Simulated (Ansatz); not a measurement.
**Ba2IClF2: complex band structure**

Aim: relax a made-up compound, Ba2IClF2, and see how good a tunnel barrier it would be. It is built by putting Cl for Br in the Ba2IBrF2 structure of space group P4mm, with the volume rescaled by atomic radii. The parent structure comes from the Materials Project.

Program: Ansatz 0.2.0. Level of theory: r2SCAN DFT, plane waves, PAW files, in the first sound run; inputs show where later runs differ. Results are calculated unless marked as measured.

The structure was built from a prototype and need not be the compound's stable phase.

## 1. Set-up

The structure is tetragonal, space group P4mm (No. 99). Conventional cell: a = 4.571 Å, b = 4.571 Å, c = 7.901 Å, α = 90.00°, β = 90.00°, γ = 90.00°. Ba has 4 F at 2.67 Å and 4 I at 3.55 Å and 2 Cl at 3.85 to 4.05 Å nearest. Nearest to Ba lie 4 F at 2.70 Å and 4 Cl at 3.46 Å and 2 I at 3.60 to 4.30 Å and 4 Ba at 4.29 Å. Nearest to I lie 6 Ba at 3.55 to 4.30 Å. Nearest to Cl lie 6 Ba at 3.46 to 4.05 Å and 4 F at 3.51 Å. F has 4 Ba at 2.67 to 2.70 Å nearest. It derives from Ba2IBrF2. Cl for Br in the Ba2IBrF2 structure of space group P4mm. Farther neighbours and most contacts between anions are not listed.

## 2. Relaxing the new crystal

The substituted atoms don't fit the parent's cell, so cell and atoms relax together. A small smearing keeps the run stable in case the gap closes on the way.

File input.yaml:

```yaml
crystal:
  lattice:
    - [4.5709452519, 0.0, 0.0]
    - [0.0, 4.5709452519, 0.0]
    - [0.0, 0.0, 7.9007813127]
  atoms:
    - { symbol: Ba, position: [0.5, 0.5, 0.827396] }
    - { symbol: Ba, position: [0.0, 0.0, 0.185191] }
    - { symbol: I, position: [0.0, 0.0, 0.641387] }
    - { symbol: Cl, position: [0.5, 0.5, 0.340098] }
    - { symbol: F, position: [0.5, 0.0, 0.002964] }
    - { symbol: F, position: [0.0, 0.5, 0.002964] }
kpoints:
  mp_grid: { grid: [6, 6, 4] }
scf:
  occupations: { method: gaussian, width: 0.03 }
hamiltonian:
  xc: r2scan
output:
  forces: true
  stress: true
relax:
  f_tol: 0.02
  max_steps: 60
  cell: {}
```

The run is started by

```
ansatz run input.yaml --threads 2 --pin off --max-ram 4096MiB --backend cpu --events-out ev --progress --plain --runs-dir out
```

Numbers of over 12 decimals in the logs are rounded to 6 here.

The program printed:

```text
Engine: ansatz 0.2.0, aarch64-unknown-linux-gnu
Pseudopotentials: kind: paw
Pseudopotential: Ba, paw, valence charge 10, recommended cutoff 500 eV (meta_gga), Ba.paw.azcp
Pseudopotential: I, paw, valence charge 17, recommended cutoff 500 eV (meta_gga), I.paw.azcp
Pseudopotential: Cl, paw, valence charge 7, recommended cutoff 500 eV (meta_gga), Cl.paw.azcp
Pseudopotential: F, paw, valence charge 7, recommended cutoff 500 eV (meta_gga), F.paw.azcp
Functional definition: r2SCAN
  parameter k0 = 0.174
  parameter k1 = 0.065
  parameter a1 = 4.9479
  exchange = r2scan_x(k0 = k0, k1 = k1, a1 = a1)
  correlation = r2scan_c
Crystal: 6 atoms, lattice volume = 165.075 Å³
Basis set: ecut = 500 eV, 4209 PW (Γ), exchange–correlation on 144×144×240 points (64 copies of the dense FFT grid, shifted against one another)
Bands: 35, of which v1, the nominal top of the filled ones, is band 29 counted from 1 (28 counted from 0)
Symmetry: 8 space group operations
Space group: P4mm (ITA 99), of the structure as read, at distance tolerance 5.5e-5 Å
k-points: 30 of 144 (time reversal used)
Non-local potential: Ba, projectors of the file, l = 0: 3, l = 1: 2, l = 2: 2, l = 3: 2
Non-local potential: I, projectors of the file, l = 0: 2, l = 1: 2, l = 2: 2, l = 3: 2
Non-local potential: Cl, projectors of the file, l = 0: 2, l = 1: 2, l = 2: 2
Non-local potential: F, projectors of the file, l = 0: 2, l = 1: 2, l = 2: 1
PAW form: soft (Blöchl's): semilocal exchange-correlation on the pseudo side does not see the compensation charge
PAW frozen core: Ba, regenerated for the run's functional (the file was generated under x = pbe(κ = 0.804, μ = 0.219515), c = pbe(β = 0.066725))
PAW frozen core: I, regenerated for the run's functional (the file was generated under x = pbe(κ = 0.804, μ = 0.219515), c = pbe(β = 0.066725))
PAW frozen core: Cl, regenerated for the run's functional (the file was generated under x = pbe(κ = 0.804, μ = 0.219515), c = pbe(β = 0.066725))
PAW frozen core: F, regenerated for the run's functional (the file was generated under x = pbe(κ = 0.804, μ = 0.219515), c = pbe(β = 0.066725))
PAW one-centre angular grid: Ba, 302 points (default); XC on 160 Gauss nodes
PAW one-centre angular grid: I, 590 points (default); XC on 160 Gauss nodes
PAW one-centre angular grid: Cl, 302 points (default); XC on 160 Gauss nodes
PAW one-centre angular grid: F, 302 points (default); XC on 160 Gauss nodes
Initial density: superposition of atomic densities (neutral atoms: chi_scale 0, normalization atom), corrected by the library's trained network
Initial wavefunctions: pseudopotential atomic-orbital guess
Functional: x = r2scan, c = r2scan; τ floored in thin density (d = 2e-4 eV/Å³)
SCF iter   1: F=—  HF=-22174.372073 eV  |F-HF|=—  |Δ(HF+E_count)|=         —  Δρ=6.52e-3  dr2=7.76e-2  dr2_τ=6.64e-2  ethr=1.77e-3  ⟨swp⟩=10.1  Hψ=5934  notcnv=0
preconditioner: auto → Resta (q_TF=auto, 2.292 Å⁻¹)  ε∞=3.1  [insulator: Δε(μ)=5.043 eV  Ē_g=12.503 eV  σ=0.030 eV  W_gap=1.00  n_scr=36 (ndim 8)  ℏωp=18.3 eV  f_vac=0.020  D(μ)=0.00/eV (n_scr^D=0)  ε∞_Penn≈3.1]
SCF iter   2: F=—  HF=-22174.482286 eV  |F-HF|=—  |Δ(HF+E_count)|=   1.10e-1  Δρ=3.03e-3  dr2=8.38e-3  dr2_τ=1.66e-3  ethr=1.34e-4  ⟨swp⟩=3.1  Hψ=2229  notcnv=0  defer=44
SCF iter   3: F=—  HF=-22174.480487 eV  |F-HF|=—  |Δ(HF+E_count)|=   1.80e-3  Δρ=1.06e-3  dr2=1.93e-3  dr2_τ=1.93e-4  ethr=1.44e-5  ⟨swp⟩=2.1  Hψ=1860  notcnv=0  defer=14
automatic band count: iteration 3 solves 34 bands in place of 35: the levels show a gap, and the empty bands left out lie too high to hold charge; the band table lists the bands solved (type scf.n_extra_bands for more)
SCF iter   4: F=—  HF=-22174.480089 eV  |F-HF|=—  |Δ(HF+E_count)|=   3.98e-4  Δρ=2.67e-4  dr2=9.00e-5  dr2_τ=9.41e-6  ethr=3.33e-6  ⟨swp⟩=2.0  Hψ=1736  notcnv=0  defer=14
SCF iter   5: F=—  HF=-22174.480142 eV  |F-HF|=—  |Δ(HF+E_count)|=   5.24e-5  Δρ=6.16e-5  dr2=6.16e-6  dr2_τ=5.03e-7  ethr=1.55e-7  ⟨swp⟩=2.0  Hψ=1726  notcnv=0  defer=14
SCF iter   6: F=—  HF=-22174.480143 eV  |F-HF|=—  |Δ(HF+E_count)|=   1.20e-6  Δρ=1.52e-5  dr2=3.82e-7  dr2_τ=7.10e-8  ethr=1.06e-8  ⟨swp⟩=2.0  Hψ=1876  notcnv=0  defer=14
SCF iter   7: F=-22174.480143 eV  HF=-22174.480143 eV  |F-HF|=1.81e-8  |Δ(HF+E_count)|=   1.03e-7  Δρ=3.74e-6  dr2=2.39e-8  dr2_τ=1.83e-9  ethr=1.72e-10  ⟨swp⟩=5.0  Hψ=4035  notcnv=0
SCF 1 converged in 7 iterations: F = -22174.480143 eV  dr2 = 2.39e-8
  greatest PAW one-centre occupation: 0.999 electrons in one spin orbital (limit 2), on the I atom at site 2 (counted from 0), in its partial waves of l = 2
relax step   1: F+E_penalty+E_count = -22174.48014309 eV  Δ(F+E_penalty+E_count) = +0.000e0 eV  max|allowed force component| = 3.608e-1 eV/Å  Δτ_max = 0.0000 Å  P = -1.134 GPa  Ω = 165.075 Å³  (7 SCF iters, dr2 threshold 1.00e-7 eV, accepted)
Crystal: 6 atoms, lattice volume = 159.077 Å³
Basis set: ecut = 500 eV, 4049 PW (Γ), exchange–correlation on 144×144×240 points (64 copies of the dense FFT grid, shifted against one another)
Initial density: handed on by an earlier stage of this run
Initial wavefunctions: those handed on with the density
iter 1 solved again at ethr=9.23e-5 eV; its pass at ethr=3.10e-3 eV (dr2=5.36e-2 eV) is discarded
SCF iter   1: F=—  HF=-22174.616149 eV  |F-HF|=—  |Δ(HF+E_count)|=         —  Δρ=5.96e-3  dr2=5.54e-2  dr2_τ=3.60e-1  ethr=9.23e-5  ⟨swp⟩=2.3  Hψ=5771  notcnv=0
automatic band count: iteration 1 solves 33 bands in place of 35: the levels show a gap, and the empty bands left out lie too high to hold charge; the band table lists the bands solved (type scf.n_extra_bands for more)
preconditioner: auto → Resta (q_TF=auto, 2.306 Å⁻¹)  ε∞=3.4  [insulator: Δε(μ)=4.943 eV  Ē_g=12.118 eV  σ=0.030 eV  W_gap=1.00  n_scr=36 (ndim 8)  ℏωp=18.6 eV  f_vac=0.012  D(μ)=0.00/eV (n_scr^D=0)  ε∞_Penn≈3.4]
SCF iter   2: F=—  HF=-22174.532101 eV  |F-HF|=—  |Δ(HF+E_count)|=   8.40e-2  Δρ=2.59e-3  dr2=1.06e-2  dr2_τ=7.29e-4  ethr=9.23e-5  ⟨swp⟩=3.7  Hψ=1956  notcnv=0
SCF iter   3: F=—  HF=-22174.529368 eV  |F-HF|=—  |Δ(HF+E_count)|=   2.73e-3  Δρ=9.29e-4  dr2=1.44e-3  dr2_τ=1.47e-4  ethr=1.82e-5  ⟨swp⟩=2.8  Hψ=1888  notcnv=0
SCF iter   4: F=—  HF=-22174.529273 eV  |F-HF|=—  |Δ(HF+E_count)|=   9.57e-5  Δρ=3.33e-4  dr2=1.90e-4  dr2_τ=7.26e-6  ethr=2.48e-6  ⟨swp⟩=2.2  Hψ=1541  notcnv=0
SCF iter   5: F=—  HF=-22174.529355 eV  |F-HF|=—  |Δ(HF+E_count)|=   8.27e-5  Δρ=1.30e-4  dr2=1.98e-5  dr2_τ=3.51e-6  ethr=3.27e-7  ⟨swp⟩=2.0  Hψ=1698  notcnv=0
[...]
SCF iter   1: F=—  HF=-22174.498889 eV  |F-HF|=—  |Δ(HF+E_count)|=         —  Δρ=3.54e-3  dr2=2.53e-2  dr2_τ=1.08e-1  ethr=4.42e-5  ⟨swp⟩=2.2  Hψ=5641  notcnv=0
automatic band count: iteration 1 solves 33 bands in place of 35: the levels show a gap, and the empty bands left out lie too high to hold charge; the band table lists the bands solved (type scf.n_extra_bands for more)
preconditioner: auto → Resta (q_TF=auto, 2.306 Å⁻¹)  ε∞=3.3  [insulator: Δε(μ)=5.002 eV  Ē_g=12.240 eV  σ=0.030 eV  W_gap=1.00  n_scr=36 (ndim 8)  ℏωp=18.6 eV  f_vac=0.021  D(μ)=0.00/eV (n_scr^D=0)  ε∞_Penn≈3.3]
SCF iter   2: F=—  HF=-22174.544947 eV  |F-HF|=—  |Δ(HF+E_count)|=   4.61e-2  Δρ=1.60e-3  dr2=5.38e-3  dr2_τ=2.41e-4  ethr=4.37e-5  ⟨swp⟩=3.1  Hψ=1889  notcnv=0
SCF iter   3: F=—  HF=-22174.543752 eV  |F-HF|=—  |Δ(HF+E_count)|=   1.20e-3  Δρ=7.09e-4  dr2=6.01e-4  dr2_τ=5.38e-5  ethr=9.28e-6  ⟨swp⟩=2.9  Hψ=1720  notcnv=0
SCF iter   4: F=—  HF=-22174.543741 eV  |F-HF|=—  |Δ(HF+E_count)|=   1.07e-5  Δρ=1.93e-4  dr2=6.49e-5  dr2_τ=3.94e-6  ethr=1.04e-6  ⟨swp⟩=2.1  Hψ=1552  notcnv=0
SCF iter   5: F=—  HF=-22174.543789 eV  |F-HF|=—  |Δ(HF+E_count)|=   4.76e-5  Δρ=5.29e-5  dr2=3.72e-6  dr2_τ=3.77e-7  ethr=1.12e-7  ⟨swp⟩=2.0  Hψ=1691  notcnv=0
SCF iter   6: F=-22174.543792 eV  HF=-22174.543792 eV  |F-HF|=2.35e-7  |Δ(HF+E_count)|=   2.57e-6  Δρ=1.65e-5  dr2=3.22e-7  dr2_τ=2.89e-8  ethr=1.03e-9  ⟨swp⟩=5.0  Hψ=4139  notcnv=0
SCF 3 converged in 6 iterations: F = -22174.543792 eV  dr2 = 3.22e-7
relax step   3: F+E_penalty+E_count = -22174.54379184 eV  Δ(F+E_penalty+E_count) = -1.444e-2 eV  max|allowed force component| = 1.123e-1 eV/Å  Δτ_max = 0.0716 Å  P = +0.749 GPa  Ω = 158.886 Å³  energy of the carried Pulay correction = +1.305e-3 eV  (6 SCF iters, dr2 threshold 6.00e-7 eV, accepted)
[...]
relax step   4: F+E_penalty+E_count = -22174.55828517 eV  Δ(F+E_penalty+E_count) = -1.449e-2 eV  max|allowed force component| = 6.348e-2 eV/Å  Δτ_max = 0.0629 Å  P = +0.275 GPa  Ω = 161.473 Å³  energy of the carried Pulay correction = +7.497e-4 eV  (6 SCF iters, dr2 threshold 6.00e-7 eV, accepted)
[...]
relax step   5: F+E_penalty+E_count = -22174.56548995 eV  Δ(F+E_penalty+E_count) = -7.205e-3 eV  max|allowed force component| = 4.967e-2 eV/Å  Δτ_max = 0.0745 Å  P = +0.060 GPa  Ω = 163.931 Å³  energy of the carried Pulay correction = +2.351e-4 eV  (6 SCF iters, dr2 threshold 6.00e-7 eV, accepted)
[...]
relax step   6: F+E_penalty+E_count = -22174.56716464 eV  Δ(F+E_penalty+E_count) = -1.675e-3 eV  max|allowed force component| = 2.505e-2 eV/Å  Δτ_max = 0.0079 Å  P = -0.068 GPa  Ω = 164.393 Å³  energy of the carried Pulay correction = +1.400e-4 eV  (6 SCF iters, dr2 threshold 1.97e-7 eV, accepted)
[...]
relax step   7: F+E_penalty+E_count = -22174.56785091 eV  Δ(F+E_penalty+E_count) = -6.863e-4 eV  max|allowed force component| = 1.978e-2 eV/Å  Δτ_max = 0.0233 Å  P = +0.020 GPa  Ω = 163.923 Å³  energy of the carried Pulay correction = +2.367e-4 eV  (6 SCF iters, dr2 threshold 4.18e-8 eV, accepted)
Initial wavefunctions: pseudopotential atomic-orbital guess (no wavefunctions were taken with the density)
iter 1 solved again at ethr=1.06e-6 eV; its pass at ethr=3.10e-3 eV (dr2=6.16e-4 eV) is discarded
SCF iter   1: F=—  HF=-22174.567257 eV  |F-HF|=—  |Δ(HF+E_count)|=         —  Δρ=1.18e-4  dr2=1.28e-6  dr2_τ=6.06e-6  ethr=1.06e-6  ⟨swp⟩=3.0  Hψ=9026  notcnv=0
eigensolver tolerance schedule: the retry pair's looser diagonalisation over-reported the residual by 478.51 of it (diagonalisation noise at 0.20 of the residual, at the tolerance the schedule requests for it); recorded, not acted on — ethr = c·dr2/N_el stays at c = 1.0e-1
preconditioner: auto → Resta (q_TF=auto, 2.295 Å⁻¹)  ε∞=3.2  [insulator: Δε(μ)=5.011 eV  Ē_g=12.459 eV  σ=0.030 eV  W_gap=1.00  n_scr=36 (ndim 8)  ℏωp=18.3 eV  f_vac=0.038  D(μ)=0.00/eV (n_scr^D=0)  ε∞_Penn≈3.2]
SCF iter   2: F=—  HF=-22174.567404 eV  |F-HF|=—  |Δ(HF+E_count)|=   1.48e-4  Δρ=5.95e-5  dr2=3.41e-7  dr2_τ=2.24e-6  ethr=2.21e-9  ⟨swp⟩=2.0  Hψ=1882  notcnv=0
SCF iter   3: F=—  HF=-22174.567420 eV  |F-HF|=—  |Δ(HF+E_count)|=   1.56e-5  Δρ=8.73e-6  dr2=5.98e-8  dr2_τ=1.50e-8  ethr=5.88e-10  ⟨swp⟩=2.0  Hψ=1762  notcnv=0
SCF iter   4: F=—  HF=-22174.567420 eV  |F-HF|=—  |Δ(HF+E_count)|=   4.55e-8  Δρ=1.49e-6  dr2=1.67e-9  dr2_τ=3.46e-10  ethr=1.03e-10  ⟨swp⟩=2.0  Hψ=1639  notcnv=0
SCF iter   5: F=—  HF=-22174.567420 eV  |F-HF|=—  |Δ(HF+E_count)|=   2.52e-9  Δρ=3.11e-7  dr2=1.55e-10  dr2_τ=3.41e-11  ethr=2.88e-12  ⟨swp⟩=2.0  Hψ=1771  notcnv=0
SCF iter   6: F=-22174.567420 eV  HF=-22174.567420 eV  |F-HF|=2.55e-11  |Δ(HF+E_count)|=  2.58e-10  Δρ=1.43e-7  dr2=2.65e-11  dr2_τ=2.63e-12  ethr=1.00e-12  ⟨swp⟩=5.0  Hψ=3893  notcnv=0
SCF 8 converged in 6 iterations: F = -22174.567420 eV  dr2 = 2.65e-11
relax step   8: F+E_penalty+E_count = -22174.56741991 eV  Δ(F+E_penalty+E_count) = +4.310e-4 eV  max|allowed force component| = 1.974e-2 eV/Å  Δτ_max = 0.0000 Å  P = +0.022 GPa  Ω = 163.923 Å³  stress off target by 3.49e-2 GPa  SCF on the basis re-selected at this cell (its energy is not comparable with the rows above)  (6 SCF iters)
basis re-selected at this cell: Δ(F+E_penalty+E_count) = +4.310e-4 eV, ΔP = +0.002 GPa vs the last step (what re-selecting the basis moved, of the pressure what is left beyond the Pulay correction that the steps carried, after the strain that the cell walked since its last selection, with what the two solves' SCF thresholds leave and, on support functions, any second-order correction that the steps lacked; it is no m [...]
SCF converged after 6 iterations
Free energy (F): -22174.567420 eV
Harris-Foulkes:  -22174.567420 eV  (|F-HF|=2.55e-11)
Internal energy: -22174.567420 eV  (E = F + TS)
E sigma→0 (E₀):  -22174.567420 eV
Fermi energy:    7.318576 eV
--- Per-component energies (eV) ---
  E_band       = -583.719071
  E_kinetic    = 1105.209999
  E_local      = -4346.301657  (includes V_loc(G=0)·N_el)
  E_nonlocal   = 194.776553
  E_hartree    = 1927.757418
  E_xc         = -701.315475
  E_vxc        = -806.632809  (∫ρ·V_xc dr)
  E_paw        = -16414.865573  (= ΣΔE_a)
  E_vpaw       = -633.225071  (= ΣTr[D̂ρ^β])
  E_aug_tail   = 0.002114  (compensation charges beyond the density's cutoff)
  E_vtau       = 46.936762  (kinetic-family band-sum trace: ∫τ·v_τ [+ j·A + Jᵃ·Aᵃ] dr)
  E_ewald      = -3939.845493
  E_core_change = 0.014695  (= ΣΔE_core)
  E_smearing   = -0.000000  (= −TS)
  E_closure    = 0.000000  (closes the sum)
  Σ components = -22174.567420   (vs F -22174.567420, Δ=0.00e0)
--- Forces (eV/Å), atoms counted from 1 ---
  atom   1  Ba    -0.00000000     0.00000000    -0.01001875
  atom   2  Ba     0.00000000     0.00000000     0.01970424
  atom   3  I      0.00000000    -0.00000000     0.01973713
  atom   4  Cl    -0.00000000    -0.00000000    -0.01963013
  atom   5  F     -0.00000000     0.00000000    -0.00491650
  atom   6  F      0.00000000     0.00000000    -0.00491650
  max |Σ_I F_I| component: 4.05e-5 eV/Å
--- Stress (GPa, compression-positive) ---
        0.034937      -0.000000       0.000000
       -0.000000       0.034937      -0.000000
        0.000000      -0.000000      -0.002468
  P = ⅓ Tr σ = 0.0225 GPa (0.225 kbar)
--- Relaxed structure (7 steps of the walk, 7 accepted, 1 SCFs on fresh bases) ---
  F+E_penalty+E_count = -22174.56741991 eV   max|allowed force component| = 1.974e-2 eV/Å   (the final SCF, on the basis selected at the relaxed cell)
  cell:  # Å, volume = 163.9235 Å³
    - [4.473135, 0, 2.4647702430035586e-17]
    - [0, 4.473135, 0]
    - [4.260302760775132e-17, 0, 8.192514]
  atoms:
    - { symbol: Ba, position: [0.5, 0.5, 0.844268] }
    - { symbol: Ba, position: [3.489216587832179e-18, 0, 0.195581] }
    - { symbol: I, position: [-1.714889406968104e-18, 0, 0.636280] }
    - { symbol: Cl, position: [0.5, 0.5, 0.306484] }
    - { symbol: F, position: [0.5, 0, 0.0086929] }
    - { symbol: F, position: [1.923904241982874e-18, 0.5, 0.0086929] }
```

Run time: 98 s. Hardware: 2 threads of Arm Neoverse V2, shared host; peak memory 0.76 GiB.

The steps of the relaxation:

```tsv
step	energy less that of the first step (eV)	largest force component (eV/Å)	pressure (GPa)	volume (Å³)
1	0.0000	0.3608	-1.13	165.08
2	-0.0492	0.3006	0.29	159.08
3	-0.0636	0.1123	0.75	158.89
4	-0.0781	0.0635	0.28	161.47
5	-0.0853	0.0497	0.06	163.93
6	-0.0870	0.0250	-0.07	164.39
7	-0.0877	0.0198	0.02	163.92
8*	-0.0873	0.0197	0.02	163.92
```

Relaxation steps marked * repeat the geometry before them on a plane-wave basis chosen anew for their cell, so energy and pressure can jump there.

The run keeps the 8 symmetry operations that it works with, so distortions that break them were not tested.

```tsv
conventional cell, symmetrised	before	after	change
a (Å)	4.571	4.473	-2.1 %
b (Å)	4.571	4.473	-2.1 %
c (Å)	7.901	8.193	+3.7 %
volume (Å³/atom)	27.51	27.32	-0.7 %
```

The atoms that moved most (Å, as changes of fractional coordinates times the final cell):

```tsv
atom	dx	dy	dz	length
Cl4	0.000	0.000	-0.275	0.275
Ba1	0.000	0.000	0.138	0.138
Ba2	0.000	0.000	0.085	0.085
F5	0.000	0.000	0.047	0.047
F6	0.000	0.000	0.047	0.047
I3	0.000	0.000	-0.042	0.042
```

Final coordinates:

```cif
data_structure
_symmetry_space_group_name_H-M 'P 1'
_symmetry_Int_Tables_number 1
_cell_length_a 4.4731
_cell_length_b 4.4731
_cell_length_c 8.1925
_cell_angle_alpha 90.000
_cell_angle_beta 90.000
_cell_angle_gamma 90.000
_cell_volume 163.92
loop_
_atom_site_label
_atom_site_type_symbol
_atom_site_fract_x
_atom_site_fract_y
_atom_site_fract_z
_atom_site_occupancy
Ba1 Ba 0.50000 0.50000 0.84427 1
Ba2 Ba 0.00000 0.00000 0.19558 1
I3 I 0.00000 0.00000 0.63628 1
Cl4 Cl 0.50000 0.50000 0.30648 1
F5 F 0.50000 0.00000 0.00869 1
F6 F 0.00000 0.50000 0.00869 1
```

Numbers from this step:

| Item | Value |
| --- | --- |
| free energy | -22174.5674 eV |
| Fermi energy | 7.319 eV |
| pressure | 0.02247 GPa |

The largest force component on a free atom ends at 0.020 eV/Å.

## 3. The bulk crystal and its band edges

The energy window and the wavevectors of the next steps follow from the band edges, so these are searched first, off the mesh as well.

File input.yaml:

```yaml
crystal:
  lattice:
    - [4.4731346947, 0.0, 0.0]
    - [0.0, 4.4731346947, 0.0]
    - [0.0, 0.0, 8.1925136293]
  atoms:
    - { symbol: Ba, position: [0.5, 0.5, 0.8442683951] }
    - { symbol: Ba, position: [0.0, 0.0, 0.1955810019] }
    - { symbol: I, position: [0.0, 0.0, 0.6362804943] }
    - { symbol: Cl, position: [0.5, 0.5, 0.306484311] }
    - { symbol: F, position: [0.5, 0.0, 0.0086928988] }
    - { symbol: F, position: [0.0, 0.5, 0.0086928988] }
kpoints:
  mp_grid: { grid: [6, 6, 4] }
  band_path: { path: [VBM, CBM], npoints: 30 }
scf:
  occupations: { method: fixed }
hamiltonian:
  xc: r2scan
output:
  eigenvalues: true
  write_potential: true
  write_density: true
  volumetric_format: npy
```

The program printed:

```text
[...]
Crystal: 6 atoms, lattice volume = 163.923 Å³
Basis set: ecut = 500 eV, 4153 PW (Γ), exchange–correlation on 144×144×240 points (64 copies of the dense FFT grid, shifted against one another)
Bands: 35, of which v1, the nominal top of the filled ones, is band 29 counted from 1 (28 counted from 0)
Symmetry: 8 space group operations
[...]
k-points: 30 of 144 (time reversal used)
[...]
SCF iter   1: F=—  HF=-22174.453773 eV  |F-HF|=—  |Δ(HF+E_count)|=         —  Δρ=6.49e-3  dr2=7.48e-2  dr2_τ=6.95e-2  ethr=1.77e-3  ⟨swp⟩=6.3  Hψ=4316  notcnv=0  defer=106
[...]
SCF iter   7: F=-22174.567420 eV  HF=-22174.567420 eV  |F-HF|=1.07e-8  |Δ(HF+E_count)|=   1.08e-8  Δρ=2.77e-6  dr2=1.74e-8  dr2_τ=1.16e-9  ethr=1.72e-10  ⟨swp⟩=15.2  Hψ=6392  notcnv=0
SCF 1 converged in 7 iterations: F = -22174.567420 eV  dr2 = 1.74e-8
[...]
NSCF: frozen V_eff on 40 k-points
[...]
SCF converged after 7 iterations
Free energy (F): -22174.567420 eV
[...]
Internal energy: -22174.567420 eV  (E = F + TS)
E sigma→0 (E₀):  -22174.567420 eV
Fermi energy:    4.813099 eV
[...]
--- Band table (eV; the first three rows and the last of 30) ---
  k-point 0: bands = [... 25 lower, 3.6641, 4.4568, 4.8131, 4.8131, 9.8240, 10.5250, 10.5660, 11.0117, ... 2 higher]
  k-point 1: bands = [... 25 lower, 3.6768, 4.2961, 4.8034, 4.8034, 9.9445, 10.7636, 10.8033, 11.0163, ... 2 higher]
  k-point 2: bands = [... 25 lower, 3.6897, 4.1027, 4.7935, 4.7935, 10.1620, 10.5056, 11.0903, 11.6572, ... 2 higher]
  k-point 29: bands = [... 25 lower, 3.7707, 3.9564, 3.9564, 4.1776, 11.4354, 11.4354, 11.5445, 11.9138, ... 2 higher]
```

It took 49 s on 2 threads; peak memory 0.71 GiB.

This step gave:

- Fermi energy: 4.813 eV
- gap on the k-mesh: 5.011 eV
- gap on path: 5.011 eV, by band count; negative where bands overlap
- direct gap on path: 5.011 eV
- edge places on path: 0, 0 1/A along the path

Levels at VBM (eV): -3.59, -3.53, -3.46, -3.46, -2.97, -2.97, -1.50, -1.15, -1.15, -0.36, 0.00, 0.00, 5.01, 5.71, 5.75, 6.20, 6.79, 7.14.

The searched edges give 5.01 eV, as on the mesh.

(Continued in part 2 of 3.)

[Logs are printed without paths, hosts, clocks, repeated set-up lines and the standing remarks that a program may print on its own settings, such as how far it seeks lower states.]

[Hosts, paths, dates, database ids (printed as entryN), source tags and the programs' standing remarks are cut or masked in the printed files.]
